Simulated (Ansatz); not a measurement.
# How fast states decay through LiScTl2F6

Wanted: the relaxed cell of LiScTl2F6, its band edges and its decay constants. It is built by putting Li for Na in the NaScTl2F6 structure of space group Fm-3m, with the volume rescaled by atomic radii. The parent structure comes from the Materials Project.

Main program and level: Ansatz 0.2.0; LDA DFT, plane waves, PAW files, in the first sound run; inputs show where later runs differ.

The structure was built from a prototype and need not be the compound's stable phase.

## Step 1: Starting point

The structure is cubic, space group Fm-3m (No. 225). Conventional cell: a = 8.515 Å, b = 8.515 Å, c = 8.515 Å, α = 90.00°, β = 90.00°, γ = 90.00°. Nearest to Li lie 6 F at 2.27 Å. Sc has 6 F at 1.99 Å nearest. Nearest to Tl lie 12 F at 3.01 Å. Nearest to F lie 1 Sc at 1.99 Å and 1 Li at 2.27 Å. It derives from NaScTl2F6. Li for Na in the NaScTl2F6 structure of space group Fm-3m. Farther neighbours and most contacts between anions are not listed.

As a file:

```cif
data_structure
_symmetry_space_group_name_H-M 'Fm-3m'
_symmetry_Int_Tables_number 225
_cell_length_a 8.5149
_cell_length_b 8.5149
_cell_length_c 8.5149
_cell_angle_alpha 90.000
_cell_angle_beta 90.000
_cell_angle_gamma 90.000
_cell_volume 617.35
loop_
_atom_site_label
_atom_site_type_symbol
_atom_site_symmetry_multiplicity
_atom_site_Wyckoff_symbol
_atom_site_fract_x
_atom_site_fract_y
_atom_site_fract_z
_atom_site_occupancy
Li1 Li 4 b 0.50000 0.00000 0.00000 1
Sc1 Sc 4 a 0.00000 0.00000 0.00000 1
Tl1 Tl 8 c 0.25000 0.75000 0.75000 1
F1 F 24 e 0.23314 0.00000 0.00000 1
```

## Step 2: Cell and atoms at rest

The substituted atoms don't fit the parent's cell, so cell and atoms relax together. A small smearing keeps the run stable in case the gap closes on the way.

input.yaml reads:

```yaml
crystal:
  lattice:
    - [0.0, 4.2574343979, 4.2574343979]
    - [4.2574343979, 0.0, 4.2574343979]
    - [4.2574343979, 4.2574343979, 0.0]
  atoms:
    - { symbol: Li, position: [0.5, 0.5, 0.5] }
    - { symbol: Sc, position: [0.0, 0.0, 0.0] }
    - { symbol: Tl, position: [0.25, 0.25, 0.25] }
    - { symbol: Tl, position: [0.75, 0.75, 0.75] }
    - { symbol: F, position: [0.766859, 0.233141, 0.233141] }
    - { symbol: F, position: [0.233141, 0.766859, 0.766859] }
    - { symbol: F, position: [0.233141, 0.766859, 0.233141] }
    - { symbol: F, position: [0.766859, 0.233141, 0.766859] }
    - { symbol: F, position: [0.233141, 0.233141, 0.766859] }
    - { symbol: F, position: [0.766859, 0.766859, 0.233141] }
kpoints:
  mp_grid: { grid: [4, 4, 4] }
scf:
  occupations: { method: gaussian, width: 0.03 }
hamiltonian:
  xc: lda
output:
  forces: true
  stress: true
relax:
  f_tol: 0.02
  max_steps: 60
  cell: {}
```

The run is started by

```bash
> ansatz run input.yaml --threads 2 --pin off --max-ram 4096MiB --backend cpu --events-out ev --progress --plain --runs-dir out
```

Numbers of over 12 decimals in the logs are rounded to 6 here.

The log of the run:

```text
Engine: ansatz 0.2.0, x86_64-unknown-linux-gnu
Pseudopotentials: kind: paw
Pseudopotential: Li, paw, valence charge 3, recommended cutoff 420 eV (normal), Li.paw.azcp
Pseudopotential: Sc, paw, valence charge 11, recommended cutoff 420 eV (normal), Sc.paw.azcp
Pseudopotential: Tl, paw, valence charge 13, recommended cutoff 420 eV (normal), Tl.paw.azcp
Pseudopotential: F, paw, valence charge 7, recommended cutoff 420 eV (normal), F.paw.azcp
Functional definition: SPW92
  exchange = slater_x
  correlation = pw_c
Crystal: 10 atoms, lattice volume = 154.338 Å³
Basis set: ecut = 420 eV, 2975 PW (Γ)
Bands: 51, of which v1, the nominal top of the filled ones, is band 41 counted from 1 (40 counted from 0)
Symmetry: 48 space group operations
Space group: Fm-3m (ITA 225), of the structure as read, at distance tolerance 5.4e-5 Å
k-points: 8 of 64
Non-local potential: Li, projectors of the file, l = 0: 3, l = 1: 2, l = 2: 1
Non-local potential: Sc, projectors of the file, l = 0: 3, l = 1: 2, l = 2: 3, l = 3: 1
Non-local potential: Tl, projectors of the file, l = 0: 2, l = 1: 2, l = 2: 2, l = 3: 1
Non-local potential: F, projectors of the file, l = 0: 2, l = 1: 2, l = 2: 1
PAW form: soft (Blöchl's): semilocal exchange-correlation on the pseudo side does not see the compensation charge
PAW frozen core: Sc, regenerated for the run's functional, and the local potential with it (the file was generated under x = pbe(κ = 0.804, μ = 0.219515), c = pbe(β = 0.066725))
PAW frozen core: Tl, regenerated for the run's functional, and the local potential with it (the file was generated under x = pbe(κ = 0.804, μ = 0.219515), c = pbe(β = 0.066725))
PAW frozen core: F, regenerated for the run's functional, and the local potential with it (the file was generated under x = pbe(κ = 0.804, μ = 0.219515), c = pbe(β = 0.066725))
PAW one-centre angular grid: Li, 110 points (default); XC on 64 Gauss nodes
PAW one-centre angular grid: Sc, 590 points (default); XC on 64 Gauss nodes
PAW one-centre angular grid: Tl, 590 points (default); XC on 64 Gauss nodes
PAW one-centre angular grid: F, 110 points (default); XC on 64 Gauss nodes
Initial density: superposition of atomic densities (neutral atoms: chi_scale 0, normalization atom), corrected by the library's trained network
Initial wavefunctions: pseudopotential atomic-orbital guess
Functional: x = slater, c = lda
SCF iter   1: F=—  HF=-29358.163710 eV  |F-HF|=—  |Δ(HF+E_count)|=         —  Δρ=1.91e-2  dr2=4.31e-1  ethr=1.77e-3  ⟨swp⟩=6.5  Hψ=1587  notcnv=0  defer=2
preconditioner: auto → Resta (q_TF=auto, 2.455 Å⁻¹)  ε∞=4.2  [insulator: Δε(μ)=4.114 eV  Ē_g=14.807 eV  σ=0.030 eV  W_gap=1.00  n_scr=50 (ndim 8)  ℏωp=26.4 eV  f_vac=0.026  D(μ)=0.00/eV (n_scr^D=0)  ε∞_Penn≈4.2]
SCF iter   2: F=—  HF=-29358.049207 eV  |F-HF|=—  |Δ(HF+E_count)|=   1.15e-1  Δρ=6.21e-3  dr2=2.42e-2  ethr=5.25e-4  ⟨swp⟩=2.0  Hψ=809  notcnv=0  defer=21
SCF iter   3: F=—  HF=-29358.041850 eV  |F-HF|=—  |Δ(HF+E_count)|=   7.36e-3  Δρ=2.01e-3  dr2=4.71e-3  ethr=2.95e-5  ⟨swp⟩=2.0  Hψ=732  notcnv=0  defer=22
SCF iter   4: F=—  HF=-29358.040325 eV  |F-HF|=—  |Δ(HF+E_count)|=   1.53e-3  Δρ=4.96e-4  dr2=3.36e-4  ethr=5.75e-6  ⟨swp⟩=2.0  Hψ=745  notcnv=0  defer=22
SCF iter   5: F=—  HF=-29358.040256 eV  |F-HF|=—  |Δ(HF+E_count)|=   6.86e-5  Δρ=6.72e-5  dr2=7.37e-6  ethr=4.09e-7  ⟨swp⟩=2.6  Hψ=712  notcnv=0  defer=22
SCF iter   6: F=—  HF=-29358.040372 eV  |F-HF|=—  |Δ(HF+E_count)|=   1.16e-4  Δρ=1.30e-5  dr2=3.15e-7  ethr=8.99e-9  ⟨swp⟩=2.1  Hψ=569  notcnv=0  defer=22
SCF iter   7: F=-29358.040372 eV  HF=-29358.040372 eV  |F-HF|=7.79e-9  |Δ(HF+E_count)|=   2.32e-8  Δρ=3.44e-6  dr2=2.88e-8  ethr=1.22e-10  ⟨swp⟩=4.0  Hψ=1233  notcnv=0
SCF 1 converged in 7 iterations: F = -29358.040372 eV  dr2 = 2.88e-8
  greatest PAW one-centre occupation: 1.000 electrons in one spin orbital (limit 2), on the Li atom at site 0 (counted from 0), in its partial waves of l = 0
relax step   1: F+E_penalty+E_count = -29358.04037237 eV  Δ(F+E_penalty+E_count) = +0.000e0 eV  max|allowed force component| = 6.396e-1 eV/Å  Δτ_max = 0.0000 Å  P = -3.693 GPa  Ω = 154.338 Å³  (7 SCF iters, dr2 threshold 1.00e-7 eV, accepted)
Crystal: 10 atoms, lattice volume = 135.449 Å³
Basis set: ecut = 420 eV, 2685 PW (Γ)
Initial density: handed on by an earlier stage of this run
Initial wavefunctions: those handed on with the density
iter 1 solved again at ethr=5.17e-4 eV; its pass at ethr=3.10e-3 eV (dr2=4.24e-1 eV) is discarded
SCF iter   1: F=—  HF=-29358.726468 eV  |F-HF|=—  |Δ(HF+E_count)|=         —  Δρ=1.91e-2  dr2=4.33e-1  ethr=5.17e-4  ⟨swp⟩=1.4  Hψ=1935  notcnv=0
preconditioner: auto → Resta (q_TF=auto, 2.509 Å⁻¹)  ε∞=4.4  [insulator: Δε(μ)=4.041 eV  Ē_g=15.216 eV  σ=0.030 eV  W_gap=1.00  n_scr=26 (ndim 8)  ℏωp=28.2 eV  f_vac=0.000  D(μ)=0.00/eV (n_scr^D=0)  ε∞_Penn≈4.4]
SCF iter   2: F=—  HF=-29358.602643 eV  |F-HF|=—  |Δ(HF+E_count)|=   1.24e-1  Δρ=9.14e-3  dr2=5.76e-2  ethr=5.17e-4  ⟨swp⟩=2.4  Hψ=636  notcnv=0
SCF iter   3: F=—  HF=-29358.583620 eV  |F-HF|=—  |Δ(HF+E_count)|=   1.90e-2  Δρ=3.72e-3  dr2=1.59e-2  ethr=7.03e-5  ⟨swp⟩=2.2  Hψ=673  notcnv=0  defer=31
SCF iter   4: F=—  HF=-29358.577155 eV  |F-HF|=—  |Δ(HF+E_count)|=   6.46e-3  Δρ=7.56e-4  dr2=7.82e-4  ethr=1.94e-5  ⟨swp⟩=2.0  Hψ=593  notcnv=0  defer=31
SCF iter   5: F=—  HF=-29358.576998 eV  |F-HF|=—  |Δ(HF+E_count)|=   1.57e-4  Δρ=1.39e-4  dr2=1.69e-5  ethr=9.53e-7  ⟨swp⟩=2.1  Hψ=596  notcnv=0  defer=31
SCF iter   6: F=—  HF=-29358.576997 eV  |F-HF|=—  |Δ(HF+E_count)|=   1.21e-6  Δρ=2.84e-5  dr2=1.05e-6  ethr=2.06e-8  ⟨swp⟩=3.0  Hψ=753  notcnv=0  defer=31
SCF iter   7: F=-29358.576996 eV  HF=-29358.576996 eV  |F-HF|=4.70e-8  |Δ(HF+E_count)|=   1.58e-7  Δρ=6.84e-6  dr2=9.28e-8  ethr=1.22e-9  ⟨swp⟩=3.1  Hψ=1097  notcnv=0
SCF 2 converged in 7 iterations: F = -29358.576996 eV  dr2 = 9.28e-8
relax step   2: F+E_penalty+E_count = -29358.57699641 eV  Δ(F+E_penalty+E_count) = -5.366e-1 eV  max|allowed force component| = 3.083e-1 eV/Å  Δτ_max = 0.0910 Å  P = +1.014 GPa  Ω = 135.449 Å³  energy of the carried Pulay correction = +8.254e-2 eV  (7 SCF iters, dr2 threshold 1.00e-6 eV, accepted)
Crystal: 10 atoms, lattice volume = 135.000 Å³
iter 1 solved again at ethr=3.35e-6 eV; its pass at ethr=3.10e-3 eV (dr2=2.75e-3 eV) is discarded
SCF iter   1: F=—  HF=-29358.595184 eV  |F-HF|=—  |Δ(HF+E_count)|=         —  Δρ=2.23e-3  dr2=2.96e-3  ethr=3.35e-6  ⟨swp⟩=1.6  Hψ=1417  notcnv=0
preconditioner: auto → Resta (q_TF=auto, 2.511 Å⁻¹)  ε∞=4.4  [insulator: Δε(μ)=4.127 eV  Ē_g=15.274 eV  σ=0.030 eV  W_gap=1.00  n_scr=26 (ndim 8)  ℏωp=28.2 eV  f_vac=0.000  D(μ)=0.00/eV (n_scr^D=0)  ε∞_Penn≈4.4]
SCF iter   2: F=—  HF=-29358.594215 eV  |F-HF|=—  |Δ(HF+E_count)|=   9.69e-4  Δρ=1.09e-3  dr2=6.47e-4  ethr=3.35e-6  ⟨swp⟩=2.1  Hψ=623  notcnv=0
SCF iter   3: F=—  HF=-29358.594095 eV  |F-HF|=—  |Δ(HF+E_count)|=   1.20e-4  Δρ=3.46e-4  dr2=9.25e-5  ethr=7.89e-7  ⟨swp⟩=2.1  Hψ=708  notcnv=0
SCF iter   4: F=—  HF=-29358.594071 eV  |F-HF|=—  |Δ(HF+E_count)|=   2.39e-5  Δρ=1.00e-4  dr2=7.06e-6  ethr=1.13e-7  ⟨swp⟩=2.0  Hψ=630  notcnv=0
SCF iter   5: F=-29358.594069 eV  HF=-29358.594069 eV  |F-HF|=3.24e-7  |Δ(HF+E_count)|=   2.48e-6  Δρ=1.52e-5  dr2=5.50e-7  ethr=1.22e-9  ⟨swp⟩=4.0  Hψ=1253  notcnv=0
SCF 3 converged in 5 iterations: F = -29358.594069 eV  dr2 = 5.50e-7
relax step   3: F+E_penalty+E_count = -29358.59406863 eV  Δ(F+E_penalty+E_count) = -1.707e-2 eV  max|allowed force component| = 6.807e-2 eV/Å  Δτ_max = 0.0157 Å  P = +0.389 GPa  Ω = 135.000 Å³  energy of the carried Pulay correction = +8.464e-2 eV  (5 SCF iters, dr2 threshold 1.00e-6 eV, accepted)
[...]
relax step   4: F+E_penalty+E_count = -29358.59282934 eV  Δ(F+E_penalty+E_count) = +1.239e-3 eV  max|allowed force component| = 4.639e-4 eV/Å  Δτ_max = 0.0023 Å  P = -0.054 GPa  Ω = 135.468 Å³  energy of the carried Pulay correction = +8.246e-2 eV  (5 SCF iters, dr2 threshold 3.79e-7 eV, accepted)
[...]
relax step   5: F+E_penalty+E_count = -29358.59348745 eV  Δ(F+E_penalty+E_count) = -6.581e-4 eV  max|allowed force component| = 7.926e-4 eV/Å  Δτ_max = 0.0006 Å  P = +0.004 GPa  Ω = 135.331 Å³  energy of the carried Pulay correction = +8.309e-2 eV  (5 SCF iters, dr2 threshold 7.28e-9 eV, accepted)
[...]
relax step   6: F+E_penalty+E_count = -29358.55391122 eV  Δ(F+E_penalty+E_count) = +3.958e-2 eV  max|allowed force component| = 1.365e-3 eV/Å  Δτ_max = 0.0000 Å  P = -0.630 GPa  Ω = 135.331 Å³  stress off target by 6.30e-1 GPa  SCF on the basis re-selected at this cell (its energy is not comparable with the rows above)  (6 SCF iters)
[...]
relax step   7: F+E_penalty+E_count = -29358.56240158 eV  Δ(F+E_penalty+E_count) = -8.490e-3 eV  max|allowed force component| = 1.342e-3 eV/Å  Δτ_max = 0.0047 Å  P = +0.025 GPa  Ω = 134.010 Å³  energy of the carried Pulay correction = +5.972e-3 eV  (5 SCF iters, dr2 threshold 9.93e-7 eV, accepted)
iter 1 solved again at ethr=7.42e-9 eV; its pass at ethr=3.10e-3 eV (dr2=6.09e-6 eV) is discarded
SCF iter   1: F=—  HF=-29358.557321 eV  |F-HF|=—  |Δ(HF+E_count)|=         —  Δρ=1.08e-4  dr2=2.49e-6  ethr=7.42e-9  ⟨swp⟩=3.8  Hψ=2650  notcnv=0
preconditioner: auto → Resta (q_TF=auto, 2.514 Å⁻¹)  ε∞=4.4  [insulator: Δε(μ)=4.118 eV  Ē_g=15.269 eV  σ=0.030 eV  W_gap=1.00  n_scr=26 (ndim 8)  ℏωp=28.3 eV  f_vac=0.000  D(μ)=0.00/eV (n_scr^D=0)  ε∞_Penn≈4.4]
SCF iter   2: F=—  HF=-29358.557320 eV  |F-HF|=—  |Δ(HF+E_count)|=   6.67e-7  Δρ=4.58e-5  dr2=7.05e-7  ethr=3.04e-9  ⟨swp⟩=2.0  Hψ=693  notcnv=0
SCF iter   3: F=—  HF=-29358.557320 eV  |F-HF|=—  |Δ(HF+E_count)|=   8.02e-8  Δρ=2.17e-5  dr2=9.76e-8  ethr=8.59e-10  ⟨swp⟩=1.5  Hψ=424  notcnv=0
SCF iter   4: F=—  HF=-29358.557320 eV  |F-HF|=—  |Δ(HF+E_count)|=   8.75e-9  Δρ=1.12e-6  dr2=2.70e-9  ethr=1.19e-10  ⟨swp⟩=2.0  Hψ=694  notcnv=0
SCF iter   5: F=—  HF=-29358.557320 eV  |F-HF|=—  |Δ(HF+E_count)|=  6.58e-10  Δρ=3.69e-7  dr2=4.40e-10  ethr=3.29e-12  ⟨swp⟩=2.1  Hψ=544  notcnv=0
SCF iter   6: F=-29358.557320 eV  HF=-29358.557320 eV  |F-HF|=1.09e-11  |Δ(HF+E_count)|=  1.71e-10  Δρ=7.81e-8  dr2=1.04e-11  ethr=1.00e-12  ⟨swp⟩=4.0  Hψ=1255  notcnv=0
SCF 8 converged in 6 iterations: F = -29358.557320 eV  dr2 = 1.04e-11
relax step   8: F+E_penalty+E_count = -29358.55732017 eV  Δ(F+E_penalty+E_count) = +5.081e-3 eV  max|allowed force component| = 1.197e-3 eV/Å  Δτ_max = 0.0000 Å  P = -0.032 GPa  Ω = 134.010 Å³  stress off target by 3.17e-2 GPa  SCF on the basis re-selected at this cell (its energy is not comparable with the rows above)  (6 SCF iters)
basis re-selected at this cell: Δ(F+E_penalty+E_count) = +5.081e-3 eV, ΔP = -0.056 GPa vs the last step (what re-selecting the basis moved, of the pressure what is left beyond the Pulay correction that the steps carried, after the strain that the cell walked since its last selection, with what the two solves' SCF thresholds leave and, on support functions, any second-order correction that the steps lacked; it is no m [...]
SCF converged after 6 iterations
Free energy (F): -29358.557320 eV
Harris-Foulkes:  -29358.557320 eV  (|F-HF|=1.09e-11)
Internal energy: -29358.557320 eV  (E = F + TS)
E sigma→0 (E₀):  -29358.557320 eV
Fermi energy:    7.603959 eV
--- Per-component energies (eV) ---
  E_band       = -416.009263
  E_kinetic    = 2181.353338
  E_local      = -5894.757655  (includes V_loc(G=0)·N_el)
  E_nonlocal   = 1146.911953
  E_hartree    = 2129.501110
  E_xc         = -1044.596342
  E_vxc        = -1040.273289  (∫ρ·V_xc dr)
  E_paw        = -21782.002245  (= ΣΔE_a)
  E_vpaw       = -1068.258231  (= ΣTr[D̂ρ^β])
  E_aug_tail   = 0.012408  (compensation charges beyond the density's cutoff)
  E_ewald      = -6095.681199
  E_core_change = 0.701311  (= ΣΔE_core)
  E_smearing   = -0.000000  (= −TS)
  E_closure    = -0.000000  (closes the sum)
  Σ components = -29358.557320   (vs F -29358.557320, Δ=0.00e0)
--- Forces (eV/Å), atoms counted from 1 ---
  atom   1  Li     0.00000000    -0.00000000    -0.00000000
  atom   2  Sc    -0.00000000     0.00000000    -0.00000000
  atom   3  Tl     0.00000000     0.00000000    -0.00000000
  atom   4  Tl    -0.00000000     0.00000000    -0.00000000
  atom   5  F      0.00119686    -0.00000000    -0.00000000
  atom   6  F     -0.00119686    -0.00000000     0.00000000
  atom   7  F      0.00000000     0.00119686     0.00000000
  atom   8  F     -0.00000000    -0.00119686    -0.00000000
  atom   9  F      0.00000000     0.00000000     0.00119686
  atom  10  F     -0.00000000     0.00000000    -0.00119686
  max |Σ_I F_I| component: 4.55e-18 eV/Å
--- Stress (GPa, compression-positive) ---
       -0.031701       0.000000       0.000000
        0.000000      -0.031701       0.000000
        0.000000       0.000000      -0.031701
  P = ⅓ Tr σ = -0.0317 GPa (-0.317 kbar)
--- Relaxed structure (6 steps of the walk, 6 accepted, 2 SCFs on fresh bases) ---
  F+E_penalty+E_count = -29358.55732017 eV   max|allowed force component| = 1.197e-3 eV/Å   (the final SCF, on the basis selected at the relaxed cell)
  cell:  # Å, volume = 134.0102 Å³
    - [0, 4.061651, 4.061651]
    - [4.061651, 0, 4.061651]
    - [4.061651, 4.061651, 0]
  atoms:
    - { symbol: Li, position: [0.5, 0.5, 0.5] }
    - { symbol: Sc, position: [-5.335146332442652e-19, -2.992265842778084e-19, 3.883579072541796e-19] }
    - { symbol: Tl, position: [0.25, 0.25, 0.25] }
    - { symbol: Tl, position: [0.750000, 0.750000, 0.750000] }
    - { symbol: F, position: [0.753426, 0.246574, 0.246574] }
    - { symbol: F, position: [0.246574, 0.753426, 0.753426] }
    - { symbol: F, position: [0.246574, 0.753426, 0.246574] }
    - { symbol: F, position: [0.753426, 0.246574, 0.753426] }
    - { symbol: F, position: [0.246574, 0.246574, 0.753426] }
    - { symbol: F, position: [0.753426, 0.753426, 0.246574] }
```

It took 9.4 s on 2 threads of Intel Xeon Platinum 8488C (Sapphire Rapids), shared host; peak memory 0.51 GiB.

Relaxation path:

| step | energy less that of the first step (eV) | largest force component (eV/Å) | pressure (GPa) | volume (Å³) |
| --- | --- | --- | --- | --- |
| 1 | 0.0000 | 0.6396 | -3.69 | 154.34 |
| 2 | -0.5366 | 0.3083 | 1.01 | 135.45 |
| 3 | -0.5537 | 0.0681 | 0.39 | 135.00 |
| 4 | -0.5525 | 0.0005 | -0.05 | 135.47 |
| 5 | -0.5531 | 0.0008 | 0.00 | 135.33 |
| 6* | -0.5135 | 0.0014 | -0.63 | 135.33 |
| 7 | -0.5220 | 0.0013 | 0.02 | 134.01 |
| 8* | -0.5169 | 0.0012 | -0.03 | 134.01 |

Relaxation steps marked * repeat the geometry before them on a plane-wave basis chosen anew for their cell, so energy and pressure can jump there.

Forces are held to the 48 operations that the run works with; a distortion that breaks them can't arise in this run.

| conventional cell, symmetrised | before | after | change |
| --- | --- | --- | --- |
| a (Å) | 8.515 | 8.123 | -4.6 % |
| b (Å) | 8.515 | 8.123 | -4.6 % |
| c (Å) | 8.515 | 8.123 | -4.6 % |
| volume (Å³/atom) | 15.43 | 13.40 | -13.2 % |

The atoms that moved most (Å, as changes of fractional coordinates times the final cell):

| atom | dx | dy | dz | length |
| --- | --- | --- | --- | --- |
| F10 | 0.000 | 0.000 | -0.109 | 0.109 |
| F8 | 0.000 | -0.109 | 0.000 | 0.109 |
| F6 | -0.109 | 0.000 | 0.000 | 0.109 |
| F5 | 0.109 | 0.000 | 0.000 | 0.109 |
| F7 | 0.000 | 0.109 | 0.000 | 0.109 |
| F9 | 0.000 | 0.000 | 0.109 | 0.109 |

This step gave:

```
free energy  : -29358.5573 eV
Fermi energy : 7.604 eV
pressure     : -0.03170 GPa
```

The largest force component on a free atom ends at 0.0012 eV/Å.

## Step 3: The bulk crystal and its band edges

The energy window and the wavevectors of the next steps follow from the band edges, so these are searched first, off the mesh as well.

input.yaml reads:

```yaml
crystal:
  lattice:
    - [0.0, 4.0616512687, 4.0616512687]
    - [4.0616512687, 0.0, 4.0616512687]
    - [4.0616512687, 4.0616512687, 0.0]
  atoms:
    - { symbol: Li, position: [0.5, 0.5, 0.5] }
    - { symbol: Sc, position: [0.0, 0.0, 0.0] }
    - { symbol: Tl, position: [0.25, 0.25, 0.25] }
    - { symbol: Tl, position: [0.75, 0.75, 0.75] }
    - { symbol: F, position: [0.7534264422, 0.2465735578, 0.2465735578] }
    - { symbol: F, position: [0.2465735578, 0.7534264422, 0.7534264422] }
    - { symbol: F, position: [0.2465735578, 0.7534264422, 0.2465735578] }
    - { symbol: F, position: [0.7534264422, 0.2465735578, 0.7534264422] }
    - { symbol: F, position: [0.2465735578, 0.2465735578, 0.7534264422] }
    - { symbol: F, position: [0.7534264422, 0.7534264422, 0.2465735578] }
kpoints:
  mp_grid: { grid: [6, 6, 6] }
  band_path: { path: [VBM, CBM], npoints: 30 }
scf:
  occupations: { method: fixed }
hamiltonian:
  xc: lda
output:
  eigenvalues: true
  write_potential: true
  write_density: true
  volumetric_format: npy
```

The log of the run:

```text
[...]
Crystal: 10 atoms, lattice volume = 134.010 Å³
Basis set: ecut = 420 eV, 2685 PW (Γ)
Bands: 51, of which v1, the nominal top of the filled ones, is band 41 counted from 1 (40 counted from 0)
Symmetry: 48 space group operations
[...]
k-points: 16 of 216
[...]
SCF iter   1: F=—  HF=-29358.682948 eV  |F-HF|=—  |Δ(HF+E_count)|=         —  Δρ=2.06e-2  dr2=4.24e-1  ethr=1.77e-3  ⟨swp⟩=4.0  Hψ=2861  notcnv=0  defer=69
[...]
SCF iter   7: F=-29358.556385 eV  HF=-29358.556385 eV  |F-HF|=1.09e-8  |Δ(HF+E_count)|=   2.05e-7  Δρ=3.27e-6  dr2=2.36e-8  ethr=1.22e-10  ⟨swp⟩=8.7  Hψ=2729  notcnv=0
SCF 1 converged in 7 iterations: F = -29358.556385 eV  dr2 = 2.36e-8
[...]
NSCF: frozen V_eff on 16 k-points
[...]
SCF converged after 7 iterations
Free energy (F): -29358.556385 eV
[...]
Internal energy: -29358.556385 eV  (E = F + TS)
E sigma→0 (E₀):  -29358.556385 eV
Fermi energy:    5.544586 eV
[...]
--- Band table (eV; the first three rows and the last of 16) ---
  k-point 0: bands = [... 37 lower, 3.6115, 3.6115, 3.6115, 3.7963, 10.7250, 10.7250, 10.7250, 12.6707, ... 6 higher]
  k-point 1: bands = [... 37 lower, 3.5679, 3.5699, 3.7130, 4.1756, 10.7062, 10.7394, 10.7394, 12.1670, ... 6 higher]
  k-point 2: bands = [... 37 lower, 3.4459, 3.4605, 4.5350, 4.8851, 10.5566, 10.7678, 10.7678, 11.4927, ... 6 higher]
  k-point 15: bands = [... 37 lower, 3.2573, 3.5405, 5.5001, 5.5250, 10.0131, 10.6925, 10.7410, 10.7610, ... 6 higher]
```

Elapsed: 6.8 s, on 2 threads; peak memory 0.48 GiB; 13 s of CPU time.

This step gave:

```yaml
free_energy: -29358.5564 eV
fermi_energy: 5.545 eV
gap_on_the_k_mesh: 4.119 eV
gap_on_path: 4.119 eV, by band count; negative where bands overlap
direct_gap_on_path: 4.119 eV
edge_places_on_path: 0, 0 1/A along the path
```

Levels at VBM (eV): -5.23, -4.94, -4.46, -3.62, -3.55, -3.37, -3.37, -3.30, -3.30, -3.20, -3.20, -3.04, -2.59, -2.59, -2.52, -2.24, -2.24, -1.89, -0.05, 0.00, 4.12, 5.18, 5.23, 5.23, 5.63, 5.63, 7.52, 7.80, 7.83.

The searched edges give 4.12 eV, as on the mesh.

(Part 1 of 3 ends here.)

[Logs are printed without paths, hosts, clocks, repeated set-up lines and the standing remarks that a program may print on its own settings, such as how far it seeks lower states.]

[Hosts, paths, dates, database ids (printed as entryN), source tags and the programs' standing remarks are cut or masked in the printed files.]
